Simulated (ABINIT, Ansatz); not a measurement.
# How the form of the self-energy moves the gap of Li3OCl (Pm-3m), part 2 of 2

Wanted: the gap of Li3OCl (Pm-3m) under several approximations, with cost.

ABINIT 10.8.3; PBEsol and many-body steps on it, plane waves. Known limits of the many-body steps: not at the basis limit; coarse k mesh.

So far. Step 5 (G0W0, Hybertsen-Louie plasmon pole): Against G0W0 in ABINIT (4×4×4 mesh, 66 bands, screening to 114.3 eV, Godby-Needs plasmon pole), the gap moves by +0.098 eV. Step 6 (G0W0, von der Linden-Horsch plasmon pole): Against G0W0 in ABINIT (4×4×4 mesh, 66 bands, screening to 114.3 eV, Godby-Needs plasmon pole), the gap moves by +0.091 eV.

### 7. One-shot COHSEX

This step: one-shot COHSEX on PBEsol, plane waves, norm-conserving pseudopotentials.

run.abi

```
acell 3*1.0 Angstrom
rprim 
  3.908337000000 0.000000000000 0.000000000000
  0.000000000000 3.908337000000 0.000000000000
  0.000000000000 0.000000000000 3.908337000000
ntypat 3
znucl 3 17 8
natom 5
typat 1 1 1 2 3
xred 
  0.000000000000 0.500000000000 0.500000000000
  0.500000000000 0.000000000000 0.500000000000
  0.500000000000 0.500000000000 0.000000000000
  0.000000000000 0.000000000000 0.000000000000
  0.500000000000 0.500000000000 0.500000000000
pp_dirpath "pseudos"
pseudos "Li.upf, Cl.upf, O.upf"
ecut 36
ngkpt 4 4 4
nshiftk 1
shiftk 0 0 0
kptopt 1
chksymbreak 0
istwfk *1
occopt 1
irdwfk 1
optdriver 4
nband 66
gwcalctyp 7
ecutsigx 36
symsigma 1
nkptgw 2
kptgw 
  0.5000000000 0.5000000000 0.0000000000
  0.0000000000 0.0000000000 0.0000000000
bdgw 
  10 13
  9 14
ecuteps 4.2
irdscr 1
indata_prefix "in"
outdata_prefix "out"
tmpdata_prefix "tmp"
```

Started as:

```console
$ OMP_NUM_THREADS=1 mpirun -n 4 abinit run.abi > log
```

Log:

```text
.Version 10.8.3 of ABINIT. v10.8.2 released Aug 2026.

 Symmetries : space group Pm -3 m (#221); Bravais cP (primitive cubic)
[... echo of the input left out ...]
== DATASET  1 ==================================================================
-   mpi_nproc: 4, omp_nthreads: 1 (-1 if OMP is not activated)

--- !DatasetInfo
iteration_state: {dtset: 1, }
dimensions: {natom: 5, nkpt: 10, mband: 66, nsppol: 1, nspinor: 1, nspden: 1, mpw: 4224, }
cutoff_energies: {ecut:  36.0, pawecutdg:  -1.0, }
[...]
Band     E0 <VxcDFT>   SigX SigC(E0)      Z dSigC/dE  Sig(E)    E-E0       E
[...]
13   8.154  -8.619  -3.889  -4.612   1.000   0.000  -8.501   0.119   8.272
       14   8.154  -8.619  -3.889  -4.612   1.000   0.000  -8.501   0.119   8.272

== END DATASET(S) ==============================================================
================================================================================

 -outvars: echo values of variables after computation  --------
           etotal      0.0000000000E+00
            nband          66
             nkpt          10
          spgroup         221
 [... the other variables as echoed above ...]

 Calculation completed.
```

Wall time 6.9 s (4 MPI ranks of Intel Xeon Platinum 8259CL at 2.50GHz (Skylake/Cascade Lake), shared host); peak memory 0.72 GiB; 26 s of CPU time.

Numbers from this step:

```
quasiparticle gap on the points computed              : 8.089 eV
starting gap on the mesh                              : 4.610 eV
k of the valence top                                  : 0.5, 0.5, 0
k of the conduction bottom                            : 0, 0, 0
least direct quasiparticle gap on the computed points : 8.215 eV
```

Against G0W0 in ABINIT (4×4×4 mesh, 66 bands, screening to 114.3 eV, Godby-Needs plasmon pole), the gap moves by +1.380 eV.

### 8. One-shot Hartree-Fock

This step: one-shot Hartree-Fock on PBEsol, plane waves, norm-conserving pseudopotentials.

Changes to run.abi since step 7:

```diff
@@ -27,4 +27,4 @@
 optdriver 4
-nband 66
-gwcalctyp 7
+nband 15
+gwcalctyp 5
 ecutsigx 36
@@ -38,4 +38,4 @@
   9 14
-ecuteps 4.2
-irdscr 1
+ixc_sigma 40
+fftgw 31
 indata_prefix "in"
```

Log:

```text
.Version 10.8.3 of ABINIT. v10.8.2 released Aug 2026.

 Symmetries : space group Pm -3 m (#221); Bravais cP (primitive cubic)
[... echo of the input left out ...]
== DATASET  1 ==================================================================
-   mpi_nproc: 4, omp_nthreads: 1 (-1 if OMP is not activated)

--- !DatasetInfo
iteration_state: {dtset: 1, }
dimensions: {natom: 5, nkpt: 10, mband: 15, nsppol: 1, nspinor: 1, nspden: 1, mpw: 4224, }
cutoff_energies: {ecut:  36.0, pawecutdg:  -1.0, }
[...]
Band     E0 <VxcDFT>   SigX SigC(E0)      Z dSigC/dE  Sig(E)    E-E0       E
[...]
13   8.154  -8.619  -3.889   0.000   1.000   0.000  -3.889   4.731  12.884
       14   8.154  -8.619  -3.889   0.000   1.000   0.000  -3.889   4.731  12.884

== END DATASET(S) ==============================================================
================================================================================

 -outvars: echo values of variables after computation  --------
           etotal      0.0000000000E+00
            nband          15
             nkpt          10
          spgroup         221
 [... the other variables as echoed above ...]

 Calculation completed.
```

Wall time 6.4 s (4 MPI ranks); peak memory 0.68 GiB.

This step gave:

- quasiparticle gap on the points computed: 14.57 eV
- starting gap on the mesh: 4.610 eV
- k of the valence top: 0.5, 0.5, 0
- k of the conduction bottom: 0, 0, 0
- least direct quasiparticle gap on the computed points: 14.69 eV

Against G0W0 in ABINIT (4×4×4 mesh, 66 bands, screening to 114.3 eV, Godby-Needs plasmon pole), the gap moves by +7.864 eV.

### 9. Screening, 4×4×4 mesh, 66 bands, screening to 114.3 eV

This step: RPA screening on PBEsol, plane waves, norm-conserving pseudopotentials.

Changes to run.abi since step 8:

```diff
@@ -26,16 +26,14 @@
 irdwfk 1
-optdriver 4
-nband 15
-gwcalctyp 5
-ecutsigx 36
-symsigma 1
-nkptgw 2
-kptgw 
-  0.5000000000 0.5000000000 0.0000000000
-  0.0000000000 0.0000000000 0.0000000000
-bdgw 
-  10 13
-  9 14
-ixc_sigma 40
-fftgw 31
+optdriver 3
+nband 66
+ecuteps 4.2
+inclvkb 2
+awtr 1
+symchi 1
+gwcalctyp 2
+nfreqre 16
+freqremax 40 eV
+nfreqim 8
+spmeth 1
+nomegasf 120
 indata_prefix "in"
```

Log:

```text
.Version 10.8.3 of ABINIT. v10.8.2 released Aug 2026.

 Symmetries : space group Pm -3 m (#221); Bravais cP (primitive cubic)
[... echo of the input left out ...]
== DATASET  1 ==================================================================
-   mpi_nproc: 4, omp_nthreads: 1 (-1 if OMP is not activated)

--- !DatasetInfo
iteration_state: {dtset: 1, }
dimensions: {natom: 5, nkpt: 10, mband: 66, nsppol: 1, nspinor: 1, nspden: 1, mpw: 4224, }
cutoff_energies: {ecut:  36.0, pawecutdg:  -1.0, }
electrons: {nelect:   2.20000000E+01, charge:   0.00000000E+00, occopt:   1.00000000E+00, tsmear:   1.00000000E-02, }

 SCREENING: Calculation of the susceptibility and dielectric matrices

 Based on a program developped by R.W. Godby, V. Olevano, G. Onida, and L. Reining.
 Incorporated in ABINIT by V. Olevano, G.-M. Rignanese, and M. Torrent.
.Using double precision arithmetic ; gwpc =  8

[... cell and pseudopotentials left out ...]
--------------------------------------------------------------------------------

 ==== K-mesh for the wavefunctions ====
 Number of points in the irreducible wedge :    10
[... list of points left out ...]
 Together with 48 symmetry operations and time-reversal symmetry
 yields    64 points in the full Brillouin Zone.

 ==== Q-mesh for the screening function ====
 Number of points in the irreducible wedge :    10
[... list of points left out ...]
 Together with 48 symmetry operations and time-reversal symmetry
 yields    64 points in the full Brillouin Zone.

 setmesh: FFT mesh size selected  =    27x   27x   27
          total number of points  =        19683

 vcoul_init : cutoff-mode = AUXILIARY_FUNCTION
 q-points for optical limit:   1
     1)      0.000010    0.000020    0.000030

- screening: taking advantage of time-reversal symmetry
- Maximum band index for partially occupied states nbvw = 11
- Remaining bands to be divided among processors   nbcw = 55
- Number of bands treated by each node ~13

 Number of electrons calculated from density =   22.0000; Expected =   22.0000
 average of density, n =  0.054607
 r_s =    1.6351
 omega_plasma =   22.5414 [eV]

 calculating chi0 at frequencies [eV] :
  1    0.000000E+00    0.000000E+00
  2    2.666667E+00    0.000000E+00
  3    5.333333E+00    0.000000E+00
[...]
23    0.000000E+00    5.740899E+01
 24    0.000000E+00    8.083248E+01

--------------------------------------------------------------------------------
  q-point number  1        q = ( 0.000000, 0.000000, 0.000000) [r.l.u.]
--------------------------------------------------------------------------------
[... chi0 elements left out ...]
  [... further frequencies ...]

 No. of calculated frequencies >  15, stop printing
 For q-point:  0.000010 0.000020 0.000030
  dielectric constant =   3.0240
  dielectric constant without local fields =   3.4098

  Average fulfillment of the sum rule on Im[epsilon] for q-point    1 :     53.19  [%]
[... wings left out ...]
  q-point number  2        q = ( 0.250000, 0.000000, 0.000000) [r.l.u.]
--------------------------------------------------------------------------------
[... chi0 elements left out ...]
  [... further frequencies ...]

 No. of calculated frequencies >  15, stop printing
  Average fulfillment of the sum rule on Im[epsilon] for q-point    2 :     66.41  [%]

 [... 8 further q-points ...]
```

It took 77 s on 4 MPI ranks; peak memory 0.98 GiB; 5.1 min of CPU time.

Numbers from this step:

```
ε∞ with local fields, on this mesh, along the program's q direction : 3.024
the same without local fields                                       : 3.410
plasma frequency                                                    : 22.54 eV
plane waves in the screening matrix                                 : 171
```

### 10. G0W0, contour deformation

This step: G0W0 on PBEsol, plane waves, norm-conserving pseudopotentials.

Changes to run.abi since step 9:

```diff
@@ -26,14 +26,16 @@
 irdwfk 1
-optdriver 3
+optdriver 4
 nband 66
+gwcalctyp 2
+ecutsigx 36
+symsigma 1
+nkptgw 2
+kptgw 
+  0.5000000000 0.5000000000 0.0000000000
+  0.0000000000 0.0000000000 0.0000000000
+bdgw 
+  10 13
+  9 14
 ecuteps 4.2
-inclvkb 2
-awtr 1
-symchi 1
-gwcalctyp 2
-nfreqre 16
-freqremax 40 eV
-nfreqim 8
-spmeth 1
-nomegasf 120
+irdscr 1
 indata_prefix "in"
```

Log:

```text
.Version 10.8.3 of ABINIT. v10.8.2 released Aug 2026.

 Symmetries : space group Pm -3 m (#221); Bravais cP (primitive cubic)
[... echo of the input left out ...]
== DATASET  1 ==================================================================
-   mpi_nproc: 4, omp_nthreads: 1 (-1 if OMP is not activated)

--- !DatasetInfo
iteration_state: {dtset: 1, }
dimensions: {natom: 5, nkpt: 10, mband: 66, nsppol: 1, nspinor: 1, nspden: 1, mpw: 4224, }
cutoff_energies: {ecut:  36.0, pawecutdg:  -1.0, }
[...]
Band     E0 <VxcDFT>   SigX SigC(E0)      Z dSigC/dE  Sig(E)    E-E0       E
[...]
14   8.154  -8.619  -3.889  -3.318   0.832  -0.201  -7.444   1.176   9.329
       14   0.000   0.000   0.000   0.000   0.000   0.000   0.000   0.000   0.000

== END DATASET(S) ==============================================================
================================================================================

 -outvars: echo values of variables after computation  --------
           etotal      0.0000000000E+00
            nband          66
             nkpt          10
          spgroup         221
 [... the other variables as echoed above ...]

 Calculation completed.
```

Run time: 11 s. Hardware: 4 MPI ranks; peak memory 0.91 GiB; 42 s of CPU time.

Numbers from this step:

| Quantity | Value |
| --- | --- |
| G0W0 gap on the points computed | 6.707 eV |
| starting gap on the mesh | 4.610 eV |
| k of the valence top | 0.5, 0.5, 0 |
| k of the conduction bottom | 0, 0, 0 |
| least direct G0W0 gap on the computed points | 6.852 eV |

Against G0W0 in ABINIT (4×4×4 mesh, 66 bands, screening to 114.3 eV, Godby-Needs plasmon pole), the gap moves by −0.002 eV.

### 11. The runs together

Times are wall times on 4 MPI ranks of Intel Xeon Platinum 8259CL at 2.50GHz (Skylake/Cascade Lake), shared host. The host was busy with other work, so they are no guide to cost. A run's time includes the screening step that it read.

| run | mesh | bands | screening cutoff (eV) | DFT gap (eV) | gap on the mesh (eV) | direct (eV) | ε∞ used | time |
| --- | --- | --- | --- | --- | --- | --- | --- | --- |
| G0W0, Godby-Needs plasmon pole | 4×4×4 | 66 | 114.3 | 4.610 | 6.709 | 6.854 | 3.01 | 48 s |
| G0W0, Hybertsen-Louie plasmon pole | 4×4×4 | 66 | 114.3 | 4.610 | 6.807 | 6.956 | 3.01 | 47 s |
| G0W0, von der Linden-Horsch plasmon pole | 4×4×4 | 66 | 114.3 | 4.610 | 6.800 | 6.883 | 3.01 | 46 s |
| one-shot COHSEX | 4×4×4 | 66 | 114.3 | 4.610 | 8.089 | 8.215 | 3.01 | 40 s |
| one-shot Hartree-Fock | 4×4×4 | - | - | 4.610 | 14.573 | 14.690 | - | 6.4 s |
| G0W0, contour deformation | 4×4×4 | 66 | 114.3 | 4.610 | 6.707 | 6.852 | 3.02 | 88 s |

### 12. Summary of results

```yaml
g0w0_godby_needs_plasmon_pole: 6.709 eV
g0w0_hybertsen_louie_plasmon_pole: 6.807 eV
g0w0_von_der_linden_horsch_plasmon_pole: 6.800 eV
one_shot_cohsex: 8.089 eV
one_shot_hartree_fock: 14.573 eV
g0w0_contour_deformation: 6.707 eV
known_limits: not at the basis limit; coarse k mesh
```

**Reading.** G0W0, Hybertsen-Louie plasmon pole: +0.098 eV against G0W0, Godby-Needs plasmon pole. G0W0, von der Linden-Horsch plasmon pole: +0.091 eV against G0W0, Godby-Needs plasmon pole. One-shot COHSEX: +1.380 eV against G0W0, Godby-Needs plasmon pole. One-shot Hartree-Fock: +7.864 eV against G0W0, Godby-Needs plasmon pole. G0W0, contour deformation: −0.002 eV against G0W0, Godby-Needs plasmon pole. Bare exchange alone opens the gap to 14.57 eV; against G0W0, correlation takes back 7.86 eV. Static COHSEX lies above G0W0: it lacks the factor Z and overstates the Coulomb hole of the filled states. Bands and cutoff are finite, so the gap is not at the basis limit. The miss can reach some tenths of an eV and take either sign; the mesh is an error of its own. In the first G0W0 run levels were corrected at 2 k points alone, so a gap called «on the mesh» is the least over those, and an edge elsewhere would be missed. The 4×4×4 mesh is coarse for this cell, which bears on the long-range parts of exchange and screening.

[Paths, hosts, dates, memory and timing lines, banners, echoed tables and standing remarks are left out of the program output.]

[Logs are printed without paths, hosts, clocks, repeated set-up lines and the standing remarks that a program may print on its own settings, such as how far it seeks lower states.]

[Runs of the session that timed out or met a known fault of the program may be left out.]

[No measured gap is set beside runs whose start may be inverted or whose files or cutoffs have a known fault.]

[Hosts, paths, dates, database ids (printed as entryN), source tags and the programs' standing remarks are cut or masked in the printed files.]

[G0W0 gaps are taken among the corrected bands and points alone; a level outside them can change the order at an edge.]

[Where Ansatz stands beside ABINIT at settings called matched, ABINIT's density can come from a denser mesh and the files from another edition; pairs whose starting gaps differed by over 0.03 eV were left out, so agreement reads better than it is.]
